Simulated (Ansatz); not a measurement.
# Direct or indirect: KTaO3 (Pm-3m)

```cif
data_structure
_symmetry_space_group_name_H-M 'P 1'
_symmetry_Int_Tables_number 1
_cell_length_a 3.9883
_cell_length_b 3.9883
_cell_length_c 3.9883
_cell_angle_alpha 90.000
_cell_angle_beta 90.000
_cell_angle_gamma 90.000
_cell_volume 63.44
loop_
_atom_site_label
_atom_site_type_symbol
_atom_site_fract_x
_atom_site_fract_y
_atom_site_fract_z
_atom_site_occupancy
Ta1 Ta 0.00000 0.00000 0.00000 1
K1 K 0.50000 0.50000 0.50000 1
O1 O 0.00000 0.00000 0.50000 1
O2 O 0.00000 0.50000 0.00000 1
O3 O 0.50000 0.00000 0.00000 1
```

Method: Ansatz, PBE, independent particles, without spin-orbit coupling, line width 0.1 eV (Gaussian). The band structure gives a fundamental gap of 2.22 eV. The spectrum of vertical transitions near the edge:

| E (eV) | Im ε, E ∥ xyz |
| --- | --- |
| 1.74 | 0.00 |
| 1.86 | 0.00 |
| 1.98 | 0.00 |
| 2.10 | 0.00 |
| 2.22 | 0.00 |
| 2.34 | 0.00 |
| 2.46 | 0.00 |
| 2.58 | 0.00 |
| 2.70 | 0.01 |
| 2.82 | 0.19 |
| 2.94 | 0.78 |
| 3.06 | 1.68 |
| 3.18 | 2.93 |
| 3.30 | 4.06 |
| 3.42 | 4.53 |
| 3.54 | 4.70 |
| 3.66 | 4.77 |
| 3.78 | 4.82 |
| 3.90 | 4.85 |
| 4.02 | 4.86 |

Task: Is the gap direct or indirect, and about where do vertical transitions set in?

Result: Indirect, by the band path, whose least direct gap is 2.83 eV. The curves fit this: they stay near zero above 2.22 eV and rise only from about 2.8 eV, though a forbidden direct transition would look alike. Lines are broadened by 0.1 eV, which spreads the edge, and phonons, which would give weak absorption from the fundamental gap up, are left out.

[Logs are printed without paths, hosts, clocks, repeated set-up lines and the standing remarks that a program may print on its own settings, such as how far it seeks lower states.]
